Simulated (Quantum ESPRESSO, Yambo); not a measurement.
# Quasiparticle gap of SiO2 (Quartz) in Yambo, part 3 of 3

Wanted: ground state, empty states, screening and self-energy for SiO2 (Quartz).

Quantum ESPRESSO 7.5 and Yambo 5.3.0; LDA and many-body steps on it, plane waves. Known limits of the many-body steps: not at the basis limit; coarse k mesh.

So far. Step 3 (Bands along the symmetry lines): The gap is 5.801 eV, as in the run before at this level. Step 4 (Empty states on the mesh, 3×3×2 mesh, 190 bands): On this mesh the gap is 5.801 eV.

### Step 6. Screening and self-energy, 3×3×2 mesh, 190 bands, screening to 122.5 eV

G0W0 replaces the xc potential by the self-energy, built once from these orbitals. Only a window of levels is corrected, while the sums run over the empty bands that the input names.

This step: G0W0 on LDA, plane waves, norm-conserving pseudopotentials.

Contents of gw1.in:

```
HF_and_locXC
gw0
dyson
ppa
em1d
rim_cut
RandQpts= 1000000
RandGvec= 1 RL
EXXRLvcs= 72 Ry
VXCRLvcs= 288 Ry
Chimod= "HARTREE"
% BndsRnXp
 1 | 190 |
%
NGsBlkXp= 9 Ry
% LongDrXp
 1 | 1 | 1 |
%
% GbndRnge
 1 | 190 |
%
DysSolver= "n"
ExtendOut
PPAPntXp= 27.21138 eV
% QPkrange
 5 | 5 | 23 | 26 |
 1 | 1 | 23 | 26 |
%
```

Run with:

```console
OMP_NUM_THREADS=2 mpirun -n 2 yambo -F gw1.in -J gw1 -C gw1 > gw1.log
```

Output:

```text
 Yambo, version 5.3.0

 [02] CORE Variables Setup
 =========================

  [... cell, symmetries and grids as in the set-up ...]

  [02.05] Energies & Occupations
  ==============================

  [X] === General ===
  [X] Electronic Temperature                        :  0.000000  0.000000 [eV K]
  [X] Bosonic    Temperature                        :  0.000000  0.000000 [eV K]
  [X] Finite Temperature mode                       : no
  [X] El. density                                   :  0.42403E+24 [cm-3]
  [X] Fermi Level                                   :  2.172053 [eV]

  [X] === Gaps and Widths ===
  [X] Conduction Band Min                           :  5.801365 [eV]
  [X] Valence Band Max                              :  0.000000 [eV]
  [X] Filled Bands                                  :  24
  [X] Empty Bands                                   :   25  190
  [X] Direct Gap                                    :  6.125498 [eV]
  [X] Direct Gap localized at k                     :  1
  [X] Indirect Gap                                  :  5.801365 [eV]
  [X] Indirect Gap between kpts                     :   5   1
  [X] Last valence band width                       :  0.596915 [eV]
  [X] 1st conduction band width                     :  3.097078 [eV]

 [03] Transferred momenta grid and indexing
 ==========================================

 IBZ Q-points                                      :   8
 BZ  Q-points                                      :  18

 K/Q-points units:
 rlu = crystal or reduced units; cc = cartesian coordinates; iku = interal k-units

 Q [1]          [rlu]:  0.000000  0.000000  0.000000
 Q [2]          [rlu]:  0.000000  0.000000 -0.500000
 Q [3]          [rlu]:  0.72872E-17  0.33333       0.0000
 Q [4]          [rlu]:  0.72872E-17  0.33333     -0.50000
 Q [5]          [rlu]:  0.333333  0.333333  0.000000
 Q [6]          [rlu]:  0.333333  0.333333 -0.500000
 Q [7]          [rlu]: -0.333333  0.333333  0.000000
 Q [8]          [rlu]: -0.333333  0.333333 -0.500000

 [04] Coloumb potential Random Integration (RIM)
 ===============================================

  [04.01] RIM initialization
  ==========================

  * Diagonal components only detected *

  8 x (sBL volume)        :  0.144317 [a.u.]
  sBZ random points       :  1000000
  Points outside the sBZ  :   7993074
  RL volume               :  0.324712 [a.u.]
  Integrated volume       :  0.324994 [a.u.]

  [04.02] RIM integrals
  =====================

  Gamma point sphere radius             :  0.095146 [a.u.]
  Points outside the sphere             :   799469
  [Int_sBZ(q=0) 1/q^2]*(Vol_sBZ)^(-1/3) =:  7.664728
                                 should be <:  7.795600

  Summary of Coulomb integrals for non-metallic bands |Q|[au] RIM/Bare

  Q [1] 0.100000E-4 0.983212 * Q [7] 0.260336 1.012284
  Q [3] 0.260336 1.012215 * Q [2] 0.307345 1.138708
  Q [8] 0.402785 1.065434 * Q [4] 0.402785 1.065353
  Q [5] 0.450916 1.007191 * Q [6] 0.545698 1.021740

 [05] Dipoles
 ============

  [05.01] Setup: observables and procedures
  =========================================

  [WARNING] [x,Vnl] slows the Dipoles computation. To neglect it rename the ns.kb_pp file

 [06] Dynamic Dielectric Matrix (PPA)
 ====================================

 [WR./gw1//ndb.pp]---------------------------------------------------------------
  Brillouin Zone Q/K grids (IBZ/BZ)                :   8  18   8  18
  RL vectors                                       :   9395 [WF]
  Coulomb cutoff potential                         : none
  Electronic Temperature                           :  0.000000 [K]
  Bosonic    Temperature                           :  0.000000 [K]
  PPA    diel. fun.  energies                      : Slater exchange(X)+Perdew & Wang(C)
  wavefunctions                                    : Slater exchange(X)+Perdew & Wang(C)
  Global Gauge                                     : length
  X matrix size                                    :   387
  X band range                                     :    1  190
  X e/h energy range                               : -1.000000 -1.000000 [eV]
  X Time ordering                                  : R
  X Hxc Kernel                                     : HARTREE
  X Drude frequency                                :  0.000000  0.000000
  X poles                                          :  100.0000 [o/o]
  RL vectors in the sum                            :   9395
  [r,Vnl] included                                 : yes
  Field direction                                  :  0.577350E-5  0.577350E-5  0.577350E-5
  BZ energy Double Grid                            : no
  BZ energy DbGd points                            : 0
  BZ Q point size factor                           : -1.000000
  X Optical Averaged directions                    : none

 [07] Local Exchange-Correlation + Non-Local Fock
 ================================================

 [VXC] Plane waves :   63145
 [EXS] Plane waves :   7959

 QP @ state[ 1 ] K range:  1  1
 QP @ state[ 1 ] b range:  23  26
 QP @ state[ 2 ] K range:   5   5
 QP @ state[ 2 ] b range:  23  26

 [xc] Functional : Slater exchange(X)+Perdew & Wang(C)
 [xc] LIBXC used to calculate xc functional
  PP Number of Atomic Species                      :  2
  NLCC RL compoments                               :   63145
  PP Number of Atomic Species                      :  2
  NLCC RL compoments                               :   63145

 [xc] E_xc :  -24.88627 [Ha]
      E_xc :  -49.77254 [Ry]

  Local XC kind (lXC) : Slater exchange(X)+Perdew & Wang(C)
  Non-Local XC kind (nlXC) : Hartree-Fock

  Corrections @ K [1] :  [eV]
 <23|nlXC|23> = -25.06675 -0.81176E-17 <23|lXC|23> = -19.28076  0.000000
 <24|nlXC|24> = -25.06523  0.71587E-17 <24|lXC|24> = -19.28076  0.000000
 <25|nlXC|25> = -6.490484 -0.10874E-18 <25|lXC|25> = -11.30930 -0.18882E-15
 <26|nlXC|26> = -5.316333 -0.40617E-18 <26|lXC|26> = -10.83373 -0.18882E-15

  Corrections @ K [5] :  [eV]
 <23|nlXC|23> = -25.37676  0.13596E-17 <23|lXC|23> = -19.49812  0.18882E-15
 <24|nlXC|24> = -25.61633  0.93151E-17 <24|lXC|24> = -19.84005 -0.94408E-16
 <25|nlXC|25> = -7.118719 -0.17449E-18 <25|lXC|25> = -12.56942 -0.11801E-16
 <26|nlXC|26> = -7.117980 -0.48814E-18 <26|lXC|26> = -12.56942 -0.94408E-16

 [08] Dyson equation: Newton solver
 ==================================

  [08.01] G0W0 (W PPA)
  ====================

  [  GW  ] Bands range     :    1  190
  [GW/PPA] G damping       :  0.100000 [eV]

  QP @ state[ 1 ] K range:  1  1
  QP @ state[ 1 ] b range:  23  26
  QP @ state[ 2 ] K range:   5   5
  QP @ state[ 2 ] b range:  23  26

   Sc/G bands                                       :    1  190
   Sc/G damping                                     :  0.100000 ev
   Sc bands terminator                              : no
   Sx RL components                                 :   7959

   QP @ state[ 1 ] K range                          :  1  1
   QP @ state[ 1 ] b range                          :  23  26
   QP @ state[ 2 ] K range                          :   5   5
   QP @ state[ 2 ] b range                          :  23  26
   GF energies kind                                 : Slater exchange(X)+Perdew & Wang(C)
   GF WF`s kind                                     : Slater exchange(X)+Perdew & Wang(C)
   Xs energies kind                                 : Slater exchange(X)+Perdew & Wang(C)
   Xs WF`s kind                                     : Slater exchange(X)+Perdew & Wang(C)

 [11] Game Over & Game summary
```

Run time: 3 min. Hardware: 2 MPI ranks of Arm Neoverse V1, shared host; peak memory 1.2 GiB; 11 min of CPU time.

This step gave:

```
G0W0 gap on the points computed              : 8.760 eV
starting gap on the mesh                     : 5.801 eV
k of the valence top                         : 0.3333, 0.3333, 0
k of the conduction bottom                   : 0, 0, 0
least direct G0W0 gap on the computed points : 9.137 eV
Z at the valence top                         : 0.8189
Z at the conduction bottom                   : 0.8709
```

The gap on the mesh goes from 5.80 eV to 8.76 eV, a correction of +2.96 eV.

Limits: finite bands, cutoff and mesh; coarse k mesh. v1 is the top filled band, c1 the lowest empty one. Levels before and after the correction, in eV, zero at the valence-band top of each column:

|  | conduction bottom | valence top |
| --- | --- | --- |
| Kohn-Sham | 5.80 | 0.00 |
| G0W0 | 8.76 | 0.00 |

```
                           level  energy (eV)
Kohn-Sham                Γ v2-v1       -0.324
Kohn-Sham                   Γ c1        5.801
Kohn-Sham                   Γ c2        9.038
Kohn-Sham     (0.333 0.333 0) v2       -0.439
Kohn-Sham     (0.333 0.333 0) v1        0.000
Kohn-Sham  (0.333 0.333 0) c1-c2        8.700
     G0W0                Γ v2-v1       -0.377
     G0W0                   Γ c1        8.760
     G0W0                   Γ c2       12.287
     G0W0     (0.333 0.333 0) v2       -0.503
     G0W0     (0.333 0.333 0) v1        0.000
     G0W0  (0.333 0.333 0) c1-c2       12.037
```

### Step 7. Where the time went

Times are wall times on the hardware named with each run, good to a factor of about two.

```
                          step   time  share  memory (GiB)
                  ground state   88 s   25 %          0.59
bands along the symmetry lines   44 s   13 %          0.38
      empty states on the mesh   35 s   10 %          0.78
         conversion and set-up  2.4 s    1 %          0.24
     screening and self-energy  3 min   51 %           1.2
```

### Step 8. Summary of results

```
LDA gap              : 5.80 eV, indirect
G0W0 gap on the mesh : 8.76 eV
GW settings          : 3×3×2 mesh, 190 bands, screening to 122.5 eV, Godby-Needs plasmon pole
known limits         : not at the basis limit; coarse k mesh
```

**Reading.** G0W0 moves the gap on the mesh from 5.80 eV to 8.76 eV (+2.96 eV), with Z of 0.82 and 0.87 at the edges. Only 2 of the mesh's irreducible points were corrected, so a valley elsewhere could overtake. The dearest step here is «screening and self-energy». Bands and cutoff are finite, so the gap is not at the basis limit. The miss can reach some tenths of an eV and take either sign; the mesh is an error of its own. In the G0W0 run levels were corrected at 2 k points alone, so a gap called «on the mesh» is the least over those, and an edge elsewhere would be missed. The 3×3×2 mesh is coarse for this cell, which bears on the long-range parts of exchange and screening.

[Paths, hosts, dates, memory and timing lines, banners, echoed tables and standing remarks are left out of the program output.]

[Logs are printed without paths, hosts, clocks, repeated set-up lines and the standing remarks that a program may print on its own settings, such as how far it seeks lower states.]

[Runs of the session that timed out or met a known fault of the program may be left out.]

[Hosts, paths, dates, database ids (printed as entryN), source tags and the programs' standing remarks are cut or masked in the printed files.]
